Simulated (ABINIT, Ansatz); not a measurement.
# A GW chain in ABINIT: MoS2 (P6_3/mmc)

How does a plane-wave GW calculation on MoS2 (P6_3/mmc) run from the first input to the gap?

Method: PBE and many-body steps on it, plane waves, in ABINIT 10.8.3.

The database entry behind the starting cell differs from later determinations by our own check (about 0.3 % long), so it need not match the best structure at ambient conditions.

## Step 1: Starting point

It takes space group P6_3/mmc (No. 194, hexagonal). The conventional cell has a = 3.169 Å, b = 3.169 Å, c = 12.324 Å, α = 90.00°, β = 90.00°, γ = 120.00°. Nearest to Mo lie 6 S at 2.41 Å. Nearest to S lie 3 Mo at 2.41 Å. Farther neighbours and most contacts between anions are not listed.

The cell and positions come from the Crystallography Open Database and are kept as given unless a step says otherwise.

## Step 2: Ground state

This step: ABINIT 10.8.3; DFT, PBE, plane waves, norm-conserving pseudopotentials.

The ground-state density comes first.

run.abi

```
acell 3*1.0 Angstrom
rprim 
  3.169000000004 -0.000000000001 0.000000000000
  -1.584500000001 2.744434504597 0.000000000000
  0.000000000000 0.000000000000 12.324000000000
ntypat 2
znucl 42 16
natom 6
typat 1 1 2 2 2 2
xred 
  0.333333333333 0.666666666667 0.250000000000
  0.666666666667 0.333333333333 0.750000000000
  0.333333333333 0.666666666667 0.623000000000
  0.666666666667 0.333333333333 0.123000000000
  0.333333333333 0.666666666667 0.877000000000
  0.666666666667 0.333333333333 0.377000000000
pp_dirpath "pseudos"
pseudos "Mo.upf, S.upf"
ecut 36
ngkpt 6 6 2
nshiftk 1
shiftk 0 0 0
kptopt 1
chksymbreak 0
nband 33
occopt 1
tolvrs 1e-10
nstep 60
prtwf 0
indata_prefix "in"
outdata_prefix "out"
tmpdata_prefix "tmp"
```

The run is started by

```console
> OMP_NUM_THREADS=1 mpirun -n 4 abinit run.abi > log
```

Numbers of over 12 decimals in the logs are rounded to 6 here.

What it wrote:

```text
.Version 10.8.3 of ABINIT. v10.8.2 released Aug 2026.

 Symmetries : space group P6_3/m m c (#194); Bravais hP (primitive hexag.)
================================================================================
 Values of the parameters that define the memory need of the present run
     intxc =       0    ionmov =       0      iscf =       7    lmnmax =       6
     lnmax =       6     mgfft =     128  mpssoang =       3    mqgrid =    6291
     natom =       6  nloc_mem =       1    nspden =       1   nspinor =       1
    nsppol =       1      nsym =      24    n1xccc =    2501    ntypat =       2
    occopt =       1   xclevel =       2
-    mband =          33        mffmem =           1         mkmem =           4
       mpw =        7490          nfft =      165888          nkpt =          14
================================================================================
  Rough estimation (10% accuracy) of disk space for files :
================================================================================

--------------------------------------------------------------------------------
------------- Echo of variables that govern the present computation ------------
--------------------------------------------------------------------------------
 -outvars: echo values of preprocessed input variables --------
            acell      1.8897261259E+00  1.8897261259E+00  1.8897261259E+00 Bohr

      chksymbreak           0
             ecut      3.60000000E+01 Hartree
-          fftalg         312

              ixc     -101130
              kpt      0.00000000E+00  0.00000000E+00  0.00000000E+00
                       1.66666667E-01  0.00000000E+00  0.00000000E+00
                       3.33333333E-01  0.00000000E+00  0.00000000E+00
                       5.00000000E-01  0.00000000E+00  0.00000000E+00
                       1.66666667E-01  1.66666667E-01  0.00000000E+00
                       3.33333333E-01  1.66666667E-01  0.00000000E+00
                       3.33333333E-01  3.33333333E-01  0.00000000E+00
                       0.00000000E+00  0.00000000E+00  5.00000000E-01
                       1.66666667E-01  0.00000000E+00  5.00000000E-01
                       3.33333333E-01  0.00000000E+00  5.00000000E-01
                       5.00000000E-01  0.00000000E+00  5.00000000E-01
[...]
kptrlatt        6    0    0      0    6    0      0    0    2
          kptrlen      3.59312526E+01
P           mkmem           4
            natom           6
            nband          33
            ngfft          36      36     128
             nkpt          14
            nstep          60
             nsym          24
           ntypat           2
              occ      2.000000  2.000000  2.000000  2.000000  2.000000  2.000000
                       2.000000  2.000000  2.000000  2.000000  2.000000  2.000000
                       2.000000  2.000000  2.000000  2.000000  2.000000  2.000000
                       2.000000  2.000000  2.000000  2.000000  2.000000  2.000000
                       2.000000  2.000000  0.000000  0.000000  0.000000  0.000000
[...]
prtwf           0
            rprim      3.1690000000E+00 -1.0000000000E-12  0.0000000000E+00
[...]
spgroup         194

           tolvrs      1.00000000E-10

             xred      3.3333333333E-01  6.6666666667E-01  2.5000000000E-01
[...]
znucl       42.00000   16.00000

================================================================================

 chkinp: Checking input parameters for consistency.

================================================================================
== DATASET  1 ==================================================================
-   mpi_nproc: 4, omp_nthreads: 1 (-1 if OMP is not activated)

--- !DatasetInfo
iteration_state: {dtset: 1, }
dimensions: {natom: 6, nkpt: 14, mband: 33, nsppol: 1, nspinor: 1, nspden: 1, mpw: 7490, }
cutoff_energies: {ecut:  36.0, pawecutdg:  -1.0, }
electrons: {nelect:   5.20000000E+01, charge:   0.00000000E+00, occopt:   1.00000000E+00, tsmear:   1.00000000E-02, }

 Real(R)+Recip(G) space primitive vectors, cartesian coordinates (Bohr,Bohr^-1):
 R(1)=  5.9885421  0.0000000  0.0000000  G(1)=  0.1669856  0.0964092  0.0000000
 R(2)= -2.9942710  5.1862296  0.0000000  G(2)=  0.0000000  0.1928183  0.0000000
 R(3)=  0.0000000  0.0000000 23.2889848  G(3)=  0.0000000  0.0000000  0.0429388
 Unit cell volume ucvol=  7.2330822E+02 bohr^3
 Angles (23,13,12)=  9.00000000E+01  9.00000000E+01  1.20000000E+02 degrees

 getcut: wavevector=  0.0000  0.0000  0.0000  ngfft=  36  36 128
         ecut(hartree)=     36.000   => boxcut(ratio)=   2.03490

--- Pseudopotential description ------------------------------------------------
- Mo Generated using ONCVPSP code by D. R. Hamann
- 42.00000  14.00000  171031                  znucl, zion, pspdat
12 -101130 2 -1 1640                          pspcod,pspxc,lmax,lloc,mmax
     nproj     2     2     2
  pspatm : epsatm=   15.95693798
         --- l  ekb(1:nproj) -->
[...]
pspatm: atomic psp has been read  and splines computed

- S Generated using ONCVPSP code by D. R. Hamann
- 16.00000   6.00000  171031                  znucl, zion, pspdat
[...]
ETOT  9  -184.89632061420    -2.107E-09 1.706E-04 4.393E-07
 ETOT 10  -184.89632061432    -1.168E-10 2.595E-04 4.454E-08
 ETOT 11  -184.89632061434    -1.907E-11 1.106E-04 4.078E-09
 ETOT 12  -184.89632061434     4.093E-12 1.802E-04 3.639E-10
 ETOT 13  -184.89632061434    -1.677E-12 6.883E-05 5.798E-11

 At SCF step   13       vres2   =  5.80E-11 < tolvrs=  1.00E-10 =>converged.

 Cartesian components of stress tensor (hartree/bohr^3)
  sigma(1 1)= -5.90480407E-05  sigma(3 2)=  0.00000000E+00
  sigma(2 2)= -5.90480407E-05  sigma(3 1)=  0.00000000E+00
  sigma(3 3)= -7.38400160E-05  sigma(2 1)=  0.00000000E+00

--- !ResultsGS
iteration_state: {dtset: 1, }
comment   : Summary of ground state results
lattice_vectors:
- [  5.9885421,  -0.0000000,   0.0000000, ]
- [ -2.9942710,   5.1862296,   0.0000000, ]
- [  0.0000000,   0.0000000,  23.2889848, ]
lattice_lengths: [   5.98854,    5.98854,   23.28898, ]
lattice_angles: [ 90.000,  90.000, 120.000, ] # degrees, (23, 13, 12)
lattice_volume:   7.2330822E+02
convergence: {deltae: -1.677E-12, res2:  5.798E-11, residm:  6.883E-05, diffor: null, }
etotal    :  -1.84896321E+02
entropy   :   0.00000000E+00
fermie    :   3.09959974E-01
cartesian_stress_tensor: # hartree/bohr^3
- [ -5.90480407E-05,   0.00000000E+00,   0.00000000E+00, ]
- [  0.00000000E+00,  -5.90480407E-05,   0.00000000E+00, ]
- [  0.00000000E+00,   0.00000000E+00,  -7.38400160E-05, ]
pressure_GPa:   1.8823E+00
xred      :
- [  3.3333E-01,   6.6667E-01,   2.5000E-01, Mo]
- [  6.6667E-01,   3.3333E-01,   7.5000E-01, Mo]
- [  3.3333E-01,   6.6667E-01,   6.2300E-01,  S]
- [  6.6667E-01,   3.3333E-01,   1.2300E-01,  S]
- [  3.3333E-01,   6.6667E-01,   8.7700E-01,  S]
- [  6.6667E-01,   3.3333E-01,   3.7700E-01,  S]
cartesian_forces: # hartree/bohr
- [  7.02551321E-31,   3.65056375E-30,  -0.00000000E+00, ]
- [  7.02551321E-31,  -2.83932736E-30,  -9.03272127E-32, ]
- [ -1.40510264E-30,  -1.62247278E-30,   1.03786198E-03, ]
- [  2.56087294E-43,   8.11236389E-31,   1.03786198E-03, ]
- [  7.02551321E-31,  -4.05618195E-31,  -1.03786198E-03, ]
- [ -7.02551321E-31,   4.05618195E-31,  -1.03786198E-03, ]
force_length_stats: {min:   2.92634879E-30, max:   1.03786198E-03, mean:   6.91907984E-04, }

 Integrated electronic density in atomic spheres:
 ------------------------------------------------
 Atom  Sphere_radius  Integrated_density
[...]
================================================================================

 ----iterations are completed or convergence reached----

 Mean square residual over all n,k,spin=   43.385E-08; max=  68.827E-06
 reduced coordinates (array xred) for    6 atoms
[...]
0.666666666667      0.333333333333      0.750000000000
       0.333333333333      0.666666666667      0.623000000000
       0.666666666667      0.333333333333      0.123000000000
       0.333333333333      0.666666666667      0.877000000000
       0.666666666667      0.333333333333      0.377000000000
 rms dE/dt=  1.1394E-02; max dE/dt=  2.4171E-02; dE/dt below (all hartree)
    1      -0.000000000000     -0.000000000000      0.000000000000
    2      -0.000000000000      0.000000000000      0.000000000000
    3       0.000000000000      0.000000000000     -0.024170751752
    4      -0.000000000000     -0.000000000000     -0.024170751752
    5      -0.000000000000      0.000000000000      0.024170751752
    6       0.000000000000     -0.000000000000      0.024170751752

 cartesian coordinates (angstrom) at end:
    1      6.7e-13     1.829623     3.081000
    2      1.584500     0.914812     9.243000
    3      6.7e-13     1.829623     7.677852
    4      1.584500     0.914812     1.515852
[...]
cartesian forces (hartree/bohr) at end:
[...]
frms,max,avg= 4.8925283E-04 1.0378620E-03   0.000E+00  0.000E+00  0.000E+00 h/b

 cartesian forces (eV/Angstrom) at end:
[...]
2      0.000000    -0.000000    -0.000000
    3     -0.000000    -0.000000     0.053369
    4      0.000000     0.000000     0.053369
    5      0.000000    -0.000000    -0.053369
    6     -0.000000     0.000000    -0.053369
 frms,max,avg= 2.5158392E-02 5.3369009E-02   0.000E+00  0.000E+00  0.000E+00 e/A
 length scales=  1.889726125908  1.889726125908  1.889726125908 bohr
              =  1.000000000000  1.000000000000  1.000000000000 angstroms
 prteigrs : about to open file out_EIG
 Fermi (or HOMO) energy (hartree) =   0.30996   Average Vxc (hartree)=  -0.40245
 Eigenvalues (hartree) for nkpt=  14  k points:
 kpt#   1, nband= 33, wtk=  0.01389, kpt=  0.0000  0.0000  0.0000 (reduced coord)
  -1.95125   -1.95125   -1.00128   -1.00127   -0.99293   -0.99293   -0.99293   -0.99293
  -0.23958   -0.22966   -0.19514   -0.17888    0.05790    0.09584    0.18196    0.18981
   0.18981    0.19029    0.19029    0.23000    0.23000    0.23172    0.23172    0.26647
   0.26790    0.30996    0.38712    0.38733    0.38816    0.38827    0.39315    0.39331
   0.39947
 prteigrs : prtvol=0 or 1, do not print more k-points.

--- !EnergyTerms
iteration_state     : {dtset: 1, }
comment             : Components of total free energy in Hartree
kinetic             :  6.00147592861246E+01
hartree             :  5.39885223318747E+01
xc                  : -3.33780456302612E+01
Ewald energy        : -1.19847493795111E+02
psp_core            :  4.88769548579594E+00
local_psp           : -1.73802185837384E+02
non_local_psp       :  2.32404275446236E+01
total_energy        : -1.84896320614338E+02
total_energy_eV     : -5.03128519569748E+03
band_energy         : -1.61958635705189E+01

 Cartesian components of stress tensor (hartree/bohr^3)
  sigma(1 1)= -5.90480407E-05  sigma(3 2)=  0.00000000E+00
  sigma(2 2)= -5.90480407E-05  sigma(3 1)=  0.00000000E+00
  sigma(3 3)= -7.38400160E-05  sigma(2 1)=  0.00000000E+00

-Cartesian components of stress tensor (GPa)         [Pressure=  1.8823E+00 GPa]
- sigma(1 1)= -1.73725334E+00  sigma(3 2)=  0.00000000E+00
- sigma(2 2)= -1.73725334E+00  sigma(3 1)=  0.00000000E+00
- sigma(3 3)= -2.17244827E+00  sigma(2 1)=  0.00000000E+00

== END DATASET(S) ==============================================================
================================================================================

 -outvars: echo values of variables after computation  --------
           etotal     -1.8489632061E+02
            nband          33
             nkpt          14
          spgroup         194
 [... the other variables as echoed above ...]

 Calculation completed.
```

Wall time 43 s (4 MPI ranks of Arm Neoverse V2, shared host); peak memory 0.45 GiB; 2.8 min of CPU time.

Numbers from this step:

```yaml
total_energy: -5031.2852 eV
gap: 0.8887 eV
k_of_the_valence_top: 0, 0, 0
k_of_the_conduction_bottom: 0.1667, 0.1667, 0
least_direct_gap: 1.654 eV
pressure: 1.882 GPa
```

The gap is indirect, with the least direct gap 0.77 eV higher.

The cutoff was set for levels, not for stress, so the pressure can be off by some GPa.

## Step 3: Empty states on the mesh, 6×6×1 mesh, 618 bands

The sums over transitions need many empty states on a uniform mesh; this step solves for them.

Edit run.abi of step 2 so:

```diff
@@ -19,3 +19,3 @@
 ecut 36
-ngkpt 6 6 2
+ngkpt 6 6 1
 nshiftk 1
@@ -24,7 +24,10 @@
 chksymbreak 0
-nband 33
-occopt 1
-tolvrs 1e-10
+iscf -2
+irdden 1
+istwfk *1
+nband 618
+nbdbuf 56
+tolwfr 1e-09
 nstep 60
-prtwf 0
+prtvol 0
 indata_prefix "in"
```

What it wrote:

```text
.Version 10.8.3 of ABINIT. v10.8.2 released Aug 2026.

 Symmetries : space group P6_3/m m c (#194); Bravais hP (primitive hexag.)
[... echo of the input left out ...]
== DATASET  1 ==================================================================
-   mpi_nproc: 4, omp_nthreads: 1 (-1 if OMP is not activated)

--- !DatasetInfo
iteration_state: {dtset: 1, }
dimensions: {natom: 6, nkpt: 7, mband: 618, nsppol: 1, nspinor: 1, nspden: 1, mpw: 7481, }
cutoff_energies: {ecut:  36.0, pawecutdg:  -1.0, }
electrons: {nelect:   5.20000000E+01, charge:   0.00000000E+00, occopt:   1.00000000E+00, tsmear:   1.00000000E-02, }

 Real(R)+Recip(G) space primitive vectors, cartesian coordinates (Bohr,Bohr^-1):
 R(1)=  5.9885421  0.0000000  0.0000000  G(1)=  0.1669856  0.0964092  0.0000000
 R(2)= -2.9942710  5.1862296  0.0000000  G(2)=  0.0000000  0.1928183  0.0000000
 R(3)=  0.0000000  0.0000000 23.2889848  G(3)=  0.0000000  0.0000000  0.0429388
 Unit cell volume ucvol=  7.2330822E+02 bohr^3
 Angles (23,13,12)=  9.00000000E+01  9.00000000E+01  1.20000000E+02 degrees

 getcut: wavevector=  0.0000  0.0000  0.0000  ngfft=  36  36 128
         ecut(hartree)=     36.000   => boxcut(ratio)=   2.03490

--- Pseudopotential description ------------------------------------------------
- Mo Generated using ONCVPSP code by D. R. Hamann
- 42.00000  14.00000  171031                  znucl, zion, pspdat
12 -101130 2 -1 1640                          pspcod,pspxc,lmax,lloc,mmax
     nproj     2     2     2
  pspatm : epsatm=   15.95693798
         --- l  ekb(1:nproj) -->
             0   13.833287    1.350687
             1    8.015347    1.134034
             2    2.765699    0.969071
 pspatm: atomic psp has been read  and splines computed

- S Generated using ONCVPSP code by D. R. Hamann
- 16.00000   6.00000  171031                  znucl, zion, pspdat
12 -101130 2 -1 1146                          pspcod,pspxc,lmax,lloc,mmax
     nproj     2     2     2
  pspatm : epsatm=    9.01821529
         --- l  ekb(1:nproj) -->
[...]
pspatm: atomic psp has been read  and splines computed

--------------------------------------------------------------------------------

================================================================================
 prteigrs : about to open file out_EIG
 Non-SCF case, kpt    1 (  0.00000  0.00000  0.00000), residuals and eigenvalues=
  5.31E-11  6.34E-11  6.27E-11  5.37E-11  4.79E-11  5.30E-11  5.28E-11  4.20E-11
  5.58E-10  7.32E-10  5.39E-10  5.40E-10  6.15E-10  7.16E-10  7.00E-10  2.89E-11
  8.67E-10  3.22E-11  9.36E-10  2.56E-11  8.42E-10  2.60E-11  1.89E-11  5.00E-10
[...]
1.01E-03  1.09E-03
 -1.9512E+00 -1.9512E+00 -1.0013E+00 -1.0013E+00 -9.9293E-01 -9.9293E-01
 -9.9293E-01 -9.9293E-01 -2.3958E-01 -2.2966E-01 -1.9514E-01 -1.7888E-01
  5.7899E-02  9.5843E-02  1.8196E-01  1.8981E-01  1.8981E-01  1.9029E-01
[...]
6.2766E+00  6.2768E+00  6.2833E+00  6.2860E+00  6.2987E+00  6.2994E+00
  6.3001E+00  6.3608E+00  6.3663E+00  6.3677E+00  6.3758E+00  6.3776E+00
 prteigrs : prtvol=0 or 1, do not print more k-points.

--- !ResultsGS
iteration_state: {dtset: 1, }
comment   : Summary of ground state results
lattice_vectors:
- [  5.9885421,  -0.0000000,   0.0000000, ]
- [ -2.9942710,   5.1862296,   0.0000000, ]
- [  0.0000000,   0.0000000,  23.2889848, ]
lattice_lengths: [   5.98854,    5.98854,   23.28898, ]
lattice_angles: [ 90.000,  90.000, 120.000, ] # degrees, (23, 13, 12)
lattice_volume:   7.2330822E+02
convergence: {deltae:  0.000E+00, res2:  0.000E+00, residm:  9.986E-10, diffor:  0.000E+00, }
etotal    :  -1.84896321E+02
entropy   :   0.00000000E+00
fermie    :   3.09959974E-01
cartesian_stress_tensor: null
pressure_GPa: null
xred      :
- [  3.3333E-01,   6.6667E-01,   2.5000E-01, Mo]
- [  6.6667E-01,   3.3333E-01,   7.5000E-01, Mo]
- [  3.3333E-01,   6.6667E-01,   6.2300E-01,  S]
- [  6.6667E-01,   3.3333E-01,   1.2300E-01,  S]
- [  3.3333E-01,   6.6667E-01,   8.7700E-01,  S]
- [  6.6667E-01,   3.3333E-01,   3.7700E-01,  S]
cartesian_forces: null
force_length_stats: {min: null, max: null, mean: null, }

 Integrated electronic density in atomic spheres:
 ------------------------------------------------
 Atom  Sphere_radius  Integrated_density
[...]
================================================================================

 ----iterations are completed or convergence reached----

 Mean square residual over all n,k,spin=   29.533E-11; max=  99.858E-11
 reduced coordinates (array xred) for    6 atoms
[...]
0.333333333333      0.666666666667      0.877000000000
       0.666666666667      0.333333333333      0.377000000000

 cartesian coordinates (angstrom) at end:
    1      6.7e-13     1.829623     3.081000
    2      1.584500     0.914812     9.243000
    3      6.7e-13     1.829623     7.677852
    4      1.584500     0.914812     1.515852
    5      6.7e-13     1.829623    10.808148
    6      1.584500     0.914812     4.646148
 length scales=  1.889726125908  1.889726125908  1.889726125908 bohr
              =  1.000000000000  1.000000000000  1.000000000000 angstroms
 prteigrs : about to open file out_EIG
 Eigenvalues (hartree) for nkpt=   7  k points:
 kpt#   1, nband=618, wtk=  0.02778, kpt=  0.0000  0.0000  0.0000 (reduced coord)
[...]
6.25738    6.25741    6.26430    6.26441    6.27355    6.27359    6.27659    6.27678
   6.28332    6.28599    6.29871    6.29936    6.30005    6.36079    6.36631    6.36770
   6.37580    6.37761
 prteigrs : prtvol=0 or 1, do not print more k-points.

== END DATASET(S) ==============================================================
================================================================================

 -outvars: echo values of variables after computation  --------
            nband         618
             nkpt           7
          spgroup         194
 [... the other variables as echoed above ...]

 Calculation completed.
```

The job ended after 12 min (4 MPI ranks; peak memory 0.98 GiB).

This step gave:

```
gap                                                           : 0.8887 eV
k of the valence top                                          : 0, 0, 0
k of the conduction bottom                                    : 0.1667, 0.1667, 0
least direct gap                                              : 1.654 eV
k points computed                                             : 7
lowest point of the top converged band, above the valence top : 153.8866 eV
```

On this mesh the gap is 0.889 eV.

(Continued in part 2 of 2.)

[Paths, hosts, dates, memory and timing lines, banners, echoed tables and standing remarks are left out of the program output.]

[Logs are printed without paths, hosts, clocks, repeated set-up lines and the standing remarks that a program may print on its own settings, such as how far it seeks lower states.]

[Runs of the session that timed out or met a known fault of the program may be left out.]

[Hosts, paths, dates, database ids (printed as entryN), source tags and the programs' standing remarks are cut or masked in the printed files.]

[G0W0 gaps are taken among the corrected bands and points alone; a level outside them can change the order at an edge.]

[Where Ansatz stands beside ABINIT at settings called matched, ABINIT's density can come from a denser mesh and the files from another edition; pairs whose starting gaps differed by over 0.03 eV were left out, so agreement reads better than it is.]
